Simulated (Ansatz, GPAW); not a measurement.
# Work function of a 2-layer slab of Al(100) at several levels, part 2 of 3

How far do functional and basis move the work function of a 2-layer slab of Al(100)?

GPAW 26.7.0 and Ansatz 0.2.0; Ansatz plane waves; slab in vacuum with a dipole correction, relaxation; PAW set soft_1 (the session's first sound run).

So far, upper work function (eV): step 2 (relaxation) 4.44.

## Step 3: The slab's potential

With the geometry fixed, the planar mean of the potential gives the vacuum level on each side.

This step: GPAW, PAW setups; slab in vacuum (GPAW 26.7.0).

run.py

```python
import json
import numpy as np
from ase import Atoms
from gpaw import GPAW, PW

slab = Atoms(
    ['Al', 'Al'],
    positions=[
        [1.43189, 1.43189, 8.00000],
        [0.00000, 0.00000, 10.13841]],
    cell=[[2.86378, 0.0, 0.0], [0.0, 2.86378, 0.0], [0.0, 0.0, 18.025]],
    pbc=[True, True, False])

slab.calc = GPAW(mode=PW(400), xc='PBE', kpts={'size': (11, 11, 1), 'gamma': True},
                 occupations={'name': 'fermi-dirac', 'width': 0.1}, nbands='200%',
                 convergence={'density': 1e-05}, maxiter=200,
                 poissonsolver={'dipolelayer': 'xy'},
                 symmetry={'tolerance': 1e-3}, txt='slab.txt')
result = {}
energy = slab.get_potential_energy()
fermi = slab.calc.get_fermi_level()
v = slab.calc.get_electrostatic_potential().mean((0, 1)) - fermi
n = slab.calc.get_pseudo_density().mean((0, 1))
L = slab.cell[2, 2]
z = np.arange(len(v)) * L / len(v)
low, high = slab.positions[:, 2].min(), slab.positions[:, 2].max()
below, above = np.interp([low - 5.8, high + 5.8], z, v)
slopes = [np.interp(x, z, np.gradient(v, z)) for x in (low - 5.8, high + 5.8)]
eps = np.array([[slab.calc.get_eigenvalues(k, s) for k in range(len(slab.calc.get_ibz_k_points()))]
                for s in range(slab.calc.get_number_of_spins())]) - fermi
top, bottom = eps[eps < 0].max(), eps[eps > 0].min()
dipole = slab.get_dipole_moment()[2]
print(f'energy {energy:.4f} eV, Fermi level {fermi:.4f} eV, dipole {dipole:.5f} e A')
print(f'potential 5.8 A off the faces, from the Fermi level: lower {below:.4f} eV, upper {above:.4f} eV')
print(f'slope of the potential there: lower {slopes[0]:.5f}, upper {slopes[1]:.5f} eV/A')
print(f'nearest levels on the mesh: {top:.4f} and {bottom:.4f} eV')
print('magnetic moment', round(slab.get_magnetic_moment(), 3))
result.update(energy=energy, fermi=fermi, dipole=dipole, below=below, above=above, slopes=slopes, edges=[top, bottom],
              z=z.tolist(), v=v.tolist(), n=n.tolist(), positions=slab.positions.tolist(),
              forces=slab.get_forces(apply_constraint=False).tolist(), moments=slab.get_magnetic_moments().tolist())
json.dump(result, open('result.json', 'w'))
```

Command:

```bash
> OMP_NUM_THREADS=1 OPENBLAS_NUM_THREADS=1 python run.py
```

Output:

```text
energy -6.4142 eV, Fermi level -1.7588 eV, dipole -0.00001 e A
potential 5.8 A off the faces, from the Fermi level: lower 4.4474 eV, upper 4.4475 eV
slope of the potential there: lower -0.00008, upper 0.00011 eV/A
nearest levels on the mesh: -0.0139 and 0.0351 eV
magnetic moment 0.0
```

The job ended after 4.8 s (1 thread of AMD EPYC 9R14 (Zen 4), shared host; peak memory 0.16 GiB).

Numbers from this step:

```yaml
dipole_along_the_normal: -5.37e-6 e·Å
levels_nearest_the_fermi_level_on_the_mesh: -0.01391, 0.03511 eV from the Fermi level
upper_work_function: 4.448 eV
lower_work_function: 4.447 eV
```

Table of electrostatic potential energy of an electron (without an applied field's), less the Fermi level, planar mean by z:

```
z (Å)  electrostatic potential energy of an electron (without an applied field's), less the Fermi level, planar mean (eV)
    0                                                                                                                4.45
    1                                                                                                                4.45
    2                                                                                                                4.45
    3                                                                                                                4.45
    4                                                                                                                4.44
    5                                                                                                                4.42
    6                                                                                                                4.09
    7                                                                                                               0.614
    8                                                                                                               -13.2
    9                                                                                                               -1.39
   10                                                                                                               -12.5
   11                                                                                                              -0.732
   12                                                                                                                3.94
   13                                                                                                                4.40
   14                                                                                                                4.44
   15                                                                                                                4.45
   16                                                                                                                4.45
   17                                                                                                                4.45
```

The pseudo valence density, planar mean oscillates, so the rows of the table below give means over windows of 1 Å about each position, cut where the curve ends. Its maxima inside the range that stand out by 2 % of the span (Å: e/Å³): 7.5: 0.160, 8.6: 0.187, 9.7: 0.186, 10.5: 0.160. Its minima: 7.9: 0.127, 9.0: 0.176, 10.1: 0.129.

Pseudo valence density, planar mean against z; means over each step:

```
z (Å)  pseudo valence density, planar mean (e/Å³)
    3                                      9.6e-6
    4                                      1.1e-4
    5                                     0.00138
    6                                      0.0150
    7                                      0.0945
    8                                       0.152
    9                                       0.180
   10                                       0.156
   11                                       0.110
   12                                      0.0205
   13                                     0.00193
   14                                      1.6e-4
   15                                      1.4e-5
```

The potential is flat to 1.1e-4 eV/Å where it is read, so the vacuum is wide enough. The geometry is the other program's minimum; here the largest force on a free atom is 0.013 eV/Å.

## Step 4: OptPBE vdW: xc = "optPBE-vdW"

The same geometry under optPBE-vdW, to see how far the functional moves the levels against the vacuum (the van der Waals functionals take revPBE setups).

Edit run.py of step 3 so:

```diff
@@ -13,3 +13,3 @@
 
-slab.calc = GPAW(mode=PW(400), xc='PBE', kpts={'size': (11, 11, 1), 'gamma': True},
+slab.calc = GPAW(mode=PW(400), xc='optPBE-vdW', kpts={'size': (11, 11, 1), 'gamma': True},
                  occupations={'name': 'fermi-dirac', 'width': 0.1}, nbands='200%',
```

Output:

```text
energy -16.5310 eV, Fermi level -1.8325 eV, dipole -0.00001 e A
potential 5.8 A off the faces, from the Fermi level: lower 4.5674 eV, upper 4.5676 eV
slope of the potential there: lower -0.00013, upper 0.00016 eV/A
nearest levels on the mesh: -0.0084 and 0.0297 eV
magnetic moment 0.0
```

Wall time 9.4 s (1 thread); peak memory 0.25 GiB.

Numbers from this step:

```yaml
dipole_along_the_normal: -5.12e-6 e·Å
levels_nearest_the_fermi_level_on_the_mesh: -0.008449, 0.02970 eV from the Fermi level
upper_work_function: 4.568 eV
lower_work_function: 4.567 eV
```

Table of electrostatic potential energy of an electron (without an applied field's), less the Fermi level, planar mean by z:

```
z (Å)  electrostatic potential energy of an electron (without an applied field's), less the Fermi level, planar mean (eV)
  0.0                                                                                                                4.57
  0.5                                                                                                                4.57
  1.0                                                                                                                4.57
  1.5                                                                                                                4.57
  2.0                                                                                                                4.57
  2.5                                                                                                                4.57
  3.0                                                                                                                4.57
  3.5                                                                                                                4.57
  4.0                                                                                                                4.56
  4.5                                                                                                                4.55
  5.0                                                                                                                4.52
  5.5                                                                                                                4.43
  6.0                                                                                                                4.15
  6.5                                                                                                                3.26
  7.0                                                                                                               0.617
  7.5                                                                                                               -6.10
  8.0                                                                                                               -13.2
  8.5                                                                                                               -6.48
  9.0                                                                                                               -1.45
  9.5                                                                                                               -4.35
 10.0                                                                                                               -12.5
 10.5                                                                                                               -8.77
 11.0                                                                                                              -0.729
 11.5                                                                                                                2.79
 12.0                                                                                                                3.99
 12.5                                                                                                                4.38
 13.0                                                                                                                4.51
 13.5                                                                                                                4.55
 14.0                                                                                                                4.56
 14.5                                                                                                                4.57
 15.0                                                                                                                4.57
 15.5                                                                                                                4.57
 16.0                                                                                                                4.57
 16.5                                                                                                                4.57
 17.0                                                                                                                4.57
 17.5                                                                                                                4.57
```

Table of pseudo valence density, planar mean by z:

```
z (Å)  pseudo valence density, planar mean (e/Å³)
 0.00                                     -1.2e-6
 0.43                                     -1.1e-6
 0.86                                     -9.3e-7
 1.50                                      1.2e-6
 1.93                                      1.6e-6
 2.36                                      3.1e-6
 2.79                                      7.5e-6
 3.43                                      3.4e-5
 3.86                                      9.5e-5
 4.29                                      2.5e-4
 4.72                                      6.5e-4
 5.36                                     0.00278
 5.79                                     0.00745
 6.22                                      0.0198
 6.65                                      0.0491
 7.30                                       0.136
 7.72                                       0.152
 8.15                                       0.143
 8.58                                       0.186
 9.23                                       0.176
 9.66                                       0.186
10.09                                       0.130
10.51                                       0.161
11.16                                      0.0884
11.59                                      0.0400
12.02                                      0.0158
12.45                                     0.00590
13.09                                     0.00136
13.52                                      5.3e-4
13.95                                      2.0e-4
14.38                                      7.7e-5
15.02                                      1.4e-5
15.45                                      3.6e-6
15.88                                           0
16.31                                     -9.5e-7
16.95                                      1.6e-6
17.38                                      1.4e-6
17.81                                      1.3e-6
```

Force by atom:

```
atom  x (eV/Å)  y (eV/Å)  z (eV/Å)   size
 Al1     0.000     0.000    -0.152  0.152
 Al2     0.000     0.000     0.152  0.152
```

The upper face's work function is 4.568 eV, against 4.448 eV in the first plane-wave PBE run at this geometry.

## Step 5: Self-consistent run: xc = "vdW-DF2"

The same geometry under vdW-DF2, to see how far the functional moves the levels against the vacuum (the van der Waals functionals take revPBE setups).

Edit run.py of step 4 so:

```diff
@@ -13,3 +13,3 @@
 
-slab.calc = GPAW(mode=PW(400), xc='optPBE-vdW', kpts={'size': (11, 11, 1), 'gamma': True},
+slab.calc = GPAW(mode=PW(400), xc='vdW-DF2', kpts={'size': (11, 11, 1), 'gamma': True},
                  occupations={'name': 'fermi-dirac', 'width': 0.1}, nbands='200%',
```

Output:

```text
energy -49.5474 eV, Fermi level -1.8790 eV, dipole -0.00000 e A
potential 5.8 A off the faces, from the Fermi level: lower 4.6150 eV, upper 4.6150 eV
slope of the potential there: lower -0.00042, upper 0.00044 eV/A
nearest levels on the mesh: -0.1191 and 0.0057 eV
magnetic moment 0.0
```

Run time: 9.4 s. Hardware: 1 thread; peak memory 0.25 GiB.

This step gave:

```yaml
dipole_along_the_normal: -2.44e-6 e·Å
levels_nearest_the_fermi_level_on_the_mesh: -0.1191, 0.005677 eV from the Fermi level
upper_work_function: 4.615 eV
lower_work_function: 4.615 eV
```

The electrostatic potential energy of an electron (without an applied field's), less the Fermi level, planar mean by z:

z (Å), electrostatic potential energy of an electron (without an applied field's), less the Fermi level, planar mean (eV) and a bar from the least value:
```
      0.0        4.6 ##############################
      0.5        4.6 ##############################
      1.0        4.6 ##############################
      1.5        4.6 ##############################
      2.0        4.6 ##############################
      2.5        4.6 ##############################
      3.0        4.6 ##############################
      3.5        4.6 ##############################
      4.0        4.6 ##############################
      4.5        4.6 ##############################
      5.0        4.6 ##############################
      5.5        4.5 ##############################
      6.0        4.2 #############################
      6.5        3.3 ############################
      7.0        0.6 #######################
      7.5       -6.0 ############
      8.0      -13.1 
      8.5       -6.4 ###########
      9.0       -1.4 ####################
      9.5       -4.3 ###############
     10.0      -12.4 #
     10.5       -8.7 #######
     11.0       -0.7 #####################
     11.5        2.8 ###########################
     12.0        4.0 #############################
     12.5        4.4 ##############################
     13.0        4.5 ##############################
     13.5        4.6 ##############################
     14.0        4.6 ##############################
     14.5        4.6 ##############################
     15.0        4.6 ##############################
     15.5        4.6 ##############################
     16.0        4.6 ##############################
     16.5        4.6 ##############################
     17.0        4.6 ##############################
     17.5        4.6 ##############################
```

The upper face's work function is 4.615 eV, against 4.448 eV in the first plane-wave PBE run at this geometry.

## Step 6: Self-consistent run: xc = "revPBE"

The same geometry under revPBE, to see how far the functional moves the levels against the vacuum.

Edit run.py of step 5 so:

```diff
@@ -13,3 +13,3 @@
 
-slab.calc = GPAW(mode=PW(400), xc='vdW-DF2', kpts={'size': (11, 11, 1), 'gamma': True},
+slab.calc = GPAW(mode=PW(400), xc='revPBE', kpts={'size': (11, 11, 1), 'gamma': True},
                  occupations={'name': 'fermi-dirac', 'width': 0.1}, nbands='200%',
```

Output:

```text
energy -6.0519 eV, Fermi level -1.6921 eV, dipole -0.00001 e A
potential 5.8 A off the faces, from the Fermi level: lower 4.3805 eV, upper 4.3806 eV
slope of the potential there: lower -0.00008, upper 0.00011 eV/A
nearest levels on the mesh: -0.0158 and 0.0383 eV
magnetic moment 0.0
```

It took 4.8 s on 1 thread; peak memory 0.16 GiB.

This step gave:

```
dipole along the normal                    : -5.41e-6 e·Å
levels nearest the Fermi level on the mesh : -0.01577, 0.03834 eV from the Fermi level
upper work function                        : 4.381 eV
lower work function                        : 4.380 eV
```

The upper face's work function is 4.381 eV, against 4.448 eV in the first plane-wave PBE run at this geometry.

[end of part 2 of 3]

[Logs are printed without paths, hosts, clocks, repeated set-up lines and the standing remarks that a program may print on its own settings, such as how far it seeks lower states.]

[Hosts, paths, dates, database ids (printed as entryN), source tags and the programs' standing remarks are cut or masked in the printed files.]
